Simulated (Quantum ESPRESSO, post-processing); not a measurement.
# Cu(100), 5 layers: vacuum convergence, part 2 of 2

Which setting serves for Cu(100), 5 layers? The runs below step through one kind of setting.

Quantum ESPRESSO 7.5; plane-wave DFT, PBE, PseudoDojo norm-conserving pseudopotentials.

So far. Step 2 (SCF with pw.x: 24 Å of vacuum): The run needed 15 iterations to bring the estimated error under 1e-07 Ry; the largest force on any atom, held or free, is 0.26 eV/Å. Step 3 (Potential by pp.x): Inside the slab this potential holds the local part of the pseudopotentials, which can be repulsive at the nuclei; only its value in the vacuum has a meaning of its own.

In doubt: a PseudoDojo file used here is known to give poor structures and forces (steps 6, 8, 10, 12), which bears on pressures, cells, forces and phonons.

### Step 5. Electrostatic potential

c2.pot.in

```
&inputpp
  prefix = 'c2'
  outdir = './out'
  filplot = 'c2.pot.dat'
  plot_num = 11
/
```

Run with:

```console
> OMP_NUM_THREADS=1 mpirun -n 4 pp.x -in c2.pot.in > c2.pot.out
```

Wall time 0.76 s (4 MPI ranks of Arm Neoverse V1, shared host); peak memory 0.13 GiB; 2.8 s of CPU time.

Numbers from this step:

| Item | Value |
| --- | --- |
| potential in the middle of the vacuum, over the Fermi level | 4.466 eV |

Counted from each run's own zero (the Fermi level), the vacuum level differs from the first run's by -1 meV.

### Step 6. Ground state: 14 Å of vacuum

c4.in

```
&control
  prefix = 'c4'
  outdir = './out'
  pseudo_dir = './pseudo'
  calculation = 'scf'
  tprnfor = .true.
/
&system
  ibrav = 0
  nat = 5
  ntyp = 1
  ecutwfc = 84
  ecutrho = 336
  occupations = 'smearing'
  smearing = 'mv'
  degauss = 0.02
/
&electrons
  conv_thr = 1e-07
  mixing_beta = 0.4
  electron_maxstep = 120
  mixing_mode = 'local-TF'
/
ATOMIC_SPECIES
  Cu  63.5460  Cu.dojo-sr-pbe-0.4.1-standard.upf
CELL_PARAMETERS angstrom
  2.55265548008344 0.00000000000000 0.00000000000000
  0.00000000000000 2.55265548008344 0.00000000000000
  0.00000000000000 0.00000000000000 21.22000000000000
ATOMIC_POSITIONS crystal
  Cu  0.000000000000 0.000000000000 0.329877474081
  Cu  0.500000000000 0.500000000000 0.414938737041
  Cu  0.000000000000 0.000000000000 0.500000000000
  Cu  0.500000000000 0.500000000000 0.585061262959
  Cu  0.000000000000 0.000000000000 0.670122525919
K_POINTS automatic
  10 10 1 0 0 0
```

Run with:

```console
> OMP_NUM_THREADS=1 mpirun -n 4 pw.x -nk 4 -in c4.in > c4.out
```

The log of the run:

```text
[banner, memory and clock lines left out]
Program PWSCF v.7.5 starts
[...]
Message from routine setup:
[...]
number of electrons       =        95.00
     number of Kohn-Sham states=           58
     kinetic-energy cutoff     =      84.0000  Ry
     charge density cutoff     =     336.0000  Ry
[...]
number of k points=    21  Marzari-Vanderbilt smearing, width (Ry)=  0.0200
[...]
Dense  grid:    96933 G-vectors     FFT dimensions: (  30,  30, 240)
[...]
negative rho (up, down):  5.534E-06 0.000E+00
     Starting wfcs are   50 randomized atomic wfcs +    8 random wfcs
[...]
negative rho (up, down):  8.413E-04 0.000E+00
[...]
estimated scf accuracy    <       1.14190694 Ry
[...]
negative rho (up, down):  6.592E-05 0.000E+00
[...]
estimated scf accuracy    <       0.16431309 Ry
[...]
estimated scf accuracy    <       0.03435741 Ry
[...]
estimated scf accuracy    <       0.00499034 Ry
[...]
estimated scf accuracy    <       0.00060403 Ry
[...]
estimated scf accuracy    <       0.00043099 Ry
[...]
estimated scf accuracy    <       0.00013572 Ry
[...]
estimated scf accuracy    <       0.00011608 Ry
[...]
estimated scf accuracy    <       0.00002340 Ry
[...]
estimated scf accuracy    <       0.00000860 Ry
[...]
estimated scf accuracy    <       0.00000161 Ry
[...]
the Fermi energy is     4.9497 ev
!    total energy              =   -1895.99288147 Ry
     estimated scf accuracy    <       0.00000008 Ry
     smearing contrib. (-TS)   =      -0.00051557 Ry
     internal energy E=F+TS    =   -1895.99236590 Ry
[...]
one-electron contribution =  -12015.45759987 Ry
     hartree contribution      =    6021.30457863 Ry
     xc contribution           =    -233.15504423 Ry
     ewald contribution        =    4331.31569958 Ry
     convergence has been achieved in  12 iterations
[...]
Total force =     0.014924     Total SCF correction =     0.002740
[...]
```

Run time: 83 s. Hardware: 4 MPI ranks; peak memory 0.87 GiB.

Numbers from this step:

| Property | Result |
| --- | --- |
| free energy | -25796.2973 eV |
| Fermi energy | 4.950 eV |

The program's own clock; routines nest. Time by routine:

```
     routine  wall time (s)  calls
       PWSCF          82.63      1
   electrons          79.49      1
     c_bands          64.99     12
     cegterg          61.46     72
       h_psi          44.12    341
        fftw           39.2  23086
    vloc_psi          35.15    341
    sum_band           8.38     12
     mix_rho           5.26     12
      calbec           5.05    365
  add_vuspsi           4.44    341
h_psi:calbec           4.42    341
        ffts           3.13   1099
    init_run           2.26      1
```

### Step 7. Electrostatic potential

c4.pot.in

```
&inputpp
  prefix = 'c4'
  outdir = './out'
  filplot = 'c4.pot.dat'
  plot_num = 11
/
```

Run with:

```console
> OMP_NUM_THREADS=1 mpirun -n 4 pp.x -in c4.pot.in > c4.pot.out
```

The job ended after 0.73 s (4 MPI ranks; peak memory 0.13 GiB).

Read from the output:

* potential in the middle of the vacuum, over the Fermi level: 4.467 eV

Counted from each run's own zero (the Fermi level), the vacuum level differs from the first run's by +0 meV.

### Step 8. SCF with pw.x: 12 Å of vacuum

c6.in

```
&control
  prefix = 'c6'
  outdir = './out'
  pseudo_dir = './pseudo'
  calculation = 'scf'
  tprnfor = .true.
/
&system
  ibrav = 0
  nat = 5
  ntyp = 1
  ecutwfc = 84
  ecutrho = 336
  occupations = 'smearing'
  smearing = 'mv'
  degauss = 0.02
/
&electrons
  conv_thr = 1e-07
  mixing_beta = 0.4
  electron_maxstep = 120
  mixing_mode = 'local-TF'
/
ATOMIC_SPECIES
  Cu  63.5460  Cu.dojo-sr-pbe-0.4.1-standard.upf
CELL_PARAMETERS angstrom
  2.55265548008344 0.00000000000000 0.00000000000000
  0.00000000000000 2.55265548008344 0.00000000000000
  0.00000000000000 0.00000000000000 19.22000000000000
ATOMIC_POSITIONS crystal
  Cu  0.000000000000 0.000000000000 0.312174817898
  Cu  0.500000000000 0.500000000000 0.406087408949
  Cu  0.000000000000 0.000000000000 0.500000000000
  Cu  0.500000000000 0.500000000000 0.593912591051
  Cu  0.000000000000 0.000000000000 0.687825182102
K_POINTS automatic
  10 10 1 0 0 0
```

Run with:

```console
> OMP_NUM_THREADS=1 mpirun -n 4 pw.x -nk 4 -in c6.in > c6.out
```

The log of the run:

```text
[banner, memory and clock lines left out]
Program PWSCF v.7.5 starts
[...]
Message from routine setup:
[...]
number of electrons       =        95.00
     number of Kohn-Sham states=           58
     kinetic-energy cutoff     =      84.0000  Ry
     charge density cutoff     =     336.0000  Ry
[...]
number of k points=    21  Marzari-Vanderbilt smearing, width (Ry)=  0.0200
[...]
Dense  grid:    87815 G-vectors     FFT dimensions: (  30,  30, 216)
[...]
negative rho (up, down):  2.787E-06 0.000E+00
     Starting wfcs are   50 randomized atomic wfcs +    8 random wfcs
[...]
negative rho (up, down):  1.914E-03 0.000E+00
[...]
estimated scf accuracy    <       1.14208993 Ry
[...]
negative rho (up, down):  5.585E-04 0.000E+00
[...]
estimated scf accuracy    <       0.17127541 Ry
[...]
estimated scf accuracy    <       0.03475773 Ry
[...]
estimated scf accuracy    <       0.00502111 Ry
[...]
estimated scf accuracy    <       0.00057691 Ry
[...]
estimated scf accuracy    <       0.00041869 Ry
[...]
estimated scf accuracy    <       0.00012458 Ry
[...]
estimated scf accuracy    <       0.00008217 Ry
[...]
estimated scf accuracy    <       0.00001165 Ry
[...]
estimated scf accuracy    <       0.00000291 Ry
[...]
estimated scf accuracy    <       0.00000060 Ry
[...]
the Fermi energy is     5.9299 ev
!    total energy              =   -1895.99286222 Ry
     estimated scf accuracy    <       0.00000003 Ry
     smearing contrib. (-TS)   =      -0.00051531 Ry
     internal energy E=F+TS    =   -1895.99234690 Ry
[...]
one-electron contribution =   -9540.79964934 Ry
     hartree contribution      =    4787.39764167 Ry
     xc contribution           =    -233.15540047 Ry
     ewald contribution        =    3090.56506124 Ry
     convergence has been achieved in  12 iterations
[...]
Total force =     0.014904     Total SCF correction =     0.001622
[...]
```

Elapsed: 77 s, on 4 MPI ranks; peak memory 0.81 GiB; 5.1 min of CPU time.

Numbers from this step:

```
free energy  : -25796.2970 eV
Fermi energy : 5.930 eV
```

The program's own clock; routines nest. Time by routine:

```
     routine  wall time (s)  calls
       PWSCF          76.11      1
   electrons          73.09      1
     c_bands          59.45     12
     cegterg          56.01     72
       h_psi           41.1    292
        fftw          37.56  22900
    vloc_psi          33.34    292
    sum_band           7.98     12
     mix_rho           4.83     12
      calbec           4.41    316
h_psi:calbec           3.83    292
  add_vuspsi           3.82    292
        ffts           3.05   1031
    init_run            2.2      1
```

### Step 9. Electrostatic potential

c6.pot.in

```
&inputpp
  prefix = 'c6'
  outdir = './out'
  filplot = 'c6.pot.dat'
  plot_num = 11
/
```

Run with:

```console
> OMP_NUM_THREADS=1 mpirun -n 4 pp.x -in c6.pot.in > c6.pot.out
```

Wall time 0.72 s (4 MPI ranks); peak memory 0.13 GiB.

Counted from each run's own zero (the Fermi level), the vacuum level differs from the first run's by -0 meV.

### Step 10. SCF with pw.x: 10 Å of vacuum

c8.in

```
&control
  prefix = 'c8'
  outdir = './out'
  pseudo_dir = './pseudo'
  calculation = 'scf'
  tprnfor = .true.
/
&system
  ibrav = 0
  nat = 5
  ntyp = 1
  ecutwfc = 84
  ecutrho = 336
  occupations = 'smearing'
  smearing = 'mv'
  degauss = 0.02
/
&electrons
  conv_thr = 1e-07
  mixing_beta = 0.4
  electron_maxstep = 120
  mixing_mode = 'local-TF'
/
ATOMIC_SPECIES
  Cu  63.5460  Cu.dojo-sr-pbe-0.4.1-standard.upf
CELL_PARAMETERS angstrom
  2.55265548008344 0.00000000000000 0.00000000000000
  0.00000000000000 2.55265548008344 0.00000000000000
  0.00000000000000 0.00000000000000 17.22000000000000
ATOMIC_POSITIONS crystal
  Cu  0.000000000000 0.000000000000 0.290360046458
  Cu  0.500000000000 0.500000000000 0.395180023229
  Cu  0.000000000000 0.000000000000 0.500000000000
  Cu  0.500000000000 0.500000000000 0.604819976771
  Cu  0.000000000000 0.000000000000 0.709639953542
K_POINTS automatic
  10 10 1 0 0 0
```

Run with:

```console
> OMP_NUM_THREADS=1 mpirun -n 4 pw.x -nk 4 -in c8.in > c8.out
```

The log of the run:

```text
[banner, memory and clock lines left out]
Program PWSCF v.7.5 starts
[...]
Message from routine setup:
[...]
number of electrons       =        95.00
     number of Kohn-Sham states=           58
     kinetic-energy cutoff     =      84.0000  Ry
     charge density cutoff     =     336.0000  Ry
[...]
number of k points=    21  Marzari-Vanderbilt smearing, width (Ry)=  0.0200
[...]
Dense  grid:    78601 G-vectors     FFT dimensions: (  30,  30, 192)
[...]
Starting wfcs are   50 randomized atomic wfcs +    8 random wfcs
[...]
negative rho (up, down):  9.123E-05 0.000E+00
[...]
estimated scf accuracy    <       1.14231075 Ry
[...]
estimated scf accuracy    <       0.19099602 Ry
[...]
estimated scf accuracy    <       0.03193074 Ry
[...]
estimated scf accuracy    <       0.00491750 Ry
[...]
estimated scf accuracy    <       0.00039929 Ry
[...]
estimated scf accuracy    <       0.00025770 Ry
[...]
estimated scf accuracy    <       0.00006325 Ry
[...]
estimated scf accuracy    <       0.00003240 Ry
[...]
estimated scf accuracy    <       0.00000489 Ry
[...]
estimated scf accuracy    <       0.00000060 Ry
[...]
estimated scf accuracy    <       0.00000013 Ry
[...]
the Fermi energy is     7.1375 ev
!    total energy              =   -1895.99287300 Ry
     estimated scf accuracy    <          8.9E-09 Ry
     smearing contrib. (-TS)   =      -0.00051381 Ry
     internal energy E=F+TS    =   -1895.99235919 Ry
[...]
one-electron contribution =   -7204.45283882 Ry
     hartree contribution      =    3623.43931671 Ry
     xc contribution           =    -233.15549999 Ry
     ewald contribution        =    1918.17666291 Ry
     convergence has been achieved in  12 iterations
[...]
Total force =     0.014967     Total SCF correction =     0.001019
[...]
```

It took 63 s on 4 MPI ranks; peak memory 0.75 GiB.

Numbers from this step:

```
free energy  : -25796.2972 eV
Fermi energy : 7.138 eV
```

The program's own clock; routines nest. Time by routine:

```
     routine  wall time (s)  calls
       PWSCF           62.1      1
   electrons          59.53      1
     c_bands          48.74     12
     cegterg          45.89     72
       h_psi           33.1    248
        fftw          29.37  22654
    vloc_psi          26.32    248
    sum_band           6.35     12
      calbec           3.88    272
     mix_rho           3.73     12
h_psi:calbec           3.37    248
  add_vuspsi           3.32    248
        ffts           2.18   1017
    init_run           1.83      1
```

### Step 11. Electrostatic potential

c8.pot.in

```
&inputpp
  prefix = 'c8'
  outdir = './out'
  filplot = 'c8.pot.dat'
  plot_num = 11
/
```

Run with:

```console
> OMP_NUM_THREADS=1 mpirun -n 4 pp.x -in c8.pot.in > c8.pot.out
```

It took 0.7 s on 4 MPI ranks; peak memory 0.13 GiB; 2.5 s of CPU time.

Read from the output:

| Item | Value |
| --- | --- |
| potential in the middle of the vacuum, over the Fermi level | 4.468 eV |

Counted from each run's own zero (the Fermi level), the vacuum level differs from the first run's by +1 meV.

### Step 12. SCF with pw.x: 8 Å of vacuum

c10.in

```
&control
  prefix = 'c10'
  outdir = './out'
  pseudo_dir = './pseudo'
  calculation = 'scf'
  tprnfor = .true.
/
&system
  ibrav = 0
  nat = 5
  ntyp = 1
  ecutwfc = 84
  ecutrho = 336
  occupations = 'smearing'
  smearing = 'mv'
  degauss = 0.02
/
&electrons
  conv_thr = 1e-07
  mixing_beta = 0.4
  electron_maxstep = 120
  mixing_mode = 'local-TF'
/
ATOMIC_SPECIES
  Cu  63.5460  Cu.dojo-sr-pbe-0.4.1-standard.upf
CELL_PARAMETERS angstrom
  2.55265548008344 0.00000000000000 0.00000000000000
  0.00000000000000 2.55265548008344 0.00000000000000
  0.00000000000000 0.00000000000000 15.22000000000000
ATOMIC_POSITIONS crystal
  Cu  0.000000000000 0.000000000000 0.262812089356
  Cu  0.500000000000 0.500000000000 0.381406044678
  Cu  0.000000000000 0.000000000000 0.500000000000
  Cu  0.500000000000 0.500000000000 0.618593955322
  Cu  0.000000000000 0.000000000000 0.737187910644
K_POINTS automatic
  10 10 1 0 0 0
```

Run with:

```console
> OMP_NUM_THREADS=1 mpirun -n 4 pw.x -nk 4 -in c10.in > c10.out
```

The log of the run:

```text
[banner, memory and clock lines left out]
Program PWSCF v.7.5 starts
[...]
Message from routine setup:
[...]
number of electrons       =        95.00
     number of Kohn-Sham states=           58
     kinetic-energy cutoff     =      84.0000  Ry
     charge density cutoff     =     336.0000  Ry
[...]
number of k points=    21  Marzari-Vanderbilt smearing, width (Ry)=  0.0200
[...]
Dense  grid:    69467 G-vectors     FFT dimensions: (  30,  30, 180)
[...]
Starting wfcs are   50 randomized atomic wfcs +    8 random wfcs
[...]
estimated scf accuracy    <       1.14244006 Ry
[...]
estimated scf accuracy    <       0.19092310 Ry
[...]
estimated scf accuracy    <       0.03217074 Ry
[...]
estimated scf accuracy    <       0.00489798 Ry
[...]
estimated scf accuracy    <       0.00035698 Ry
[...]
estimated scf accuracy    <       0.00021023 Ry
[...]
estimated scf accuracy    <       0.00004159 Ry
[...]
estimated scf accuracy    <       0.00001825 Ry
[...]
estimated scf accuracy    <       0.00000220 Ry
[...]
estimated scf accuracy    <       0.00000011 Ry
[...]
the Fermi energy is     8.6612 ev
!    total energy              =   -1895.99281758 Ry
     estimated scf accuracy    <       0.00000005 Ry
     smearing contrib. (-TS)   =      -0.00049985 Ry
     internal energy E=F+TS    =   -1895.99231773 Ry
[...]
one-electron contribution =   -5060.93477201 Ry
     hartree contribution      =    2556.99796897 Ry
     xc contribution           =    -233.15565553 Ry
     ewald contribution        =     841.10014084 Ry
     convergence has been achieved in  11 iterations
[...]
Total force =     0.014985     Total SCF correction =     0.002767
[...]
```

It took 53 s on 4 MPI ranks; peak memory 0.68 GiB; 3.5 min of CPU time.

Read from the output:

| Quantity | Value |
| --- | --- |
| free energy | -25796.2964 eV |
| Fermi energy | 8.661 eV |

The program's own clock; routines nest. Time by routine:

```
     routine  wall time (s)  calls
       PWSCF          52.69      1
   electrons          50.35      1
     c_bands          41.72     11
     cegterg          39.42     66
       h_psi          28.98    221
        fftw          26.18  21058
    vloc_psi          23.37    221
    sum_band           5.58     11
      calbec            3.2    245
h_psi:calbec           2.78    221
  add_vuspsi           2.75    221
     mix_rho           2.42     11
    init_run           1.72      1
     wfcinit           1.47      1
```

### Step 13. Potential by pp.x

c10.pot.in

```
&inputpp
  prefix = 'c10'
  outdir = './out'
  filplot = 'c10.pot.dat'
  plot_num = 11
/
```

Run with:

```console
> OMP_NUM_THREADS=1 mpirun -n 4 pp.x -in c10.pot.in > c10.pot.out
```

Elapsed: 0.69 s, on 4 MPI ranks; peak memory 0.13 GiB.

Numbers from this step:

- potential in the middle of the vacuum, over the Fermi level: 4.469 eV

Counted from each run's own zero (the Fermi level), the vacuum level differs from the first run's by +2 meV.

### Step 14. The series side by side

All levels:

```
         level  vacuum level over the Fermi level (eV)  its change from the first (meV)  energy from the first (meV an atom)  SCF iterations  wall time (s)  peak memory (GiB)  CPU time (s)
24 Å of vacuum                                   4.467                                0                                    0              15            171               1.19         683.5
18 Å of vacuum                                   4.466                          -0.5263                               0.0237              14          123.2                  1         492.5
14 Å of vacuum                                   4.467                           0.1079                             -0.03301              12          83.14               0.87         332.3
12 Å of vacuum                                   4.467                         -0.03471                              0.01937              12          76.62               0.81         306.2
10 Å of vacuum                                   4.468                            1.273                            -0.009959              12          62.62               0.75         250.2
 8 Å of vacuum                                   4.469                            2.139                               0.1408              11          53.21               0.68         212.6
```

### Step 15. Outcome

- vacuum level over the Fermi level, 24 Å of vacuum: 4.467 eV
- cheapest step of the main series that, with all steps before it, keeps the vacuum level within 20 meV of the first: 8 Å of vacuum: +2 meV, 3.5 min of CPU time against 11 min
- setting with the largest shift of the level: 8 Å of vacuum: +2 meV

In words: The cheapest step of the main series that, with all steps before it, keeps the vacuum level within 20 meV of the first is 8 Å of vacuum: +2 meV, 3.5 min of CPU time against 11 min. Over the series the energy moves by up to 0.141 meV an atom and the vacuum level by up to 2 meV. The level is read in the middle of the vacuum, where a short gap still holds the tails of both faces. The times come from a shared host and are rough. Peak memory is sampled during the run and can miss the peak. The geometry is as built, not relaxed.

[Logs are printed without paths, hosts, clocks, repeated set-up lines and the standing remarks that a program may print on its own settings, such as how far it seeks lower states.]

[Hosts, paths, dates, database ids (printed as entryN), source tags and the programs' standing remarks are cut or masked in the printed files.]

[Maps of the electrostatic potential energy from Ansatz leave out the sawtooth potential of an applied field or a dipole correction, so their vacuum need not be flat; planar profiles and work functions include it.]
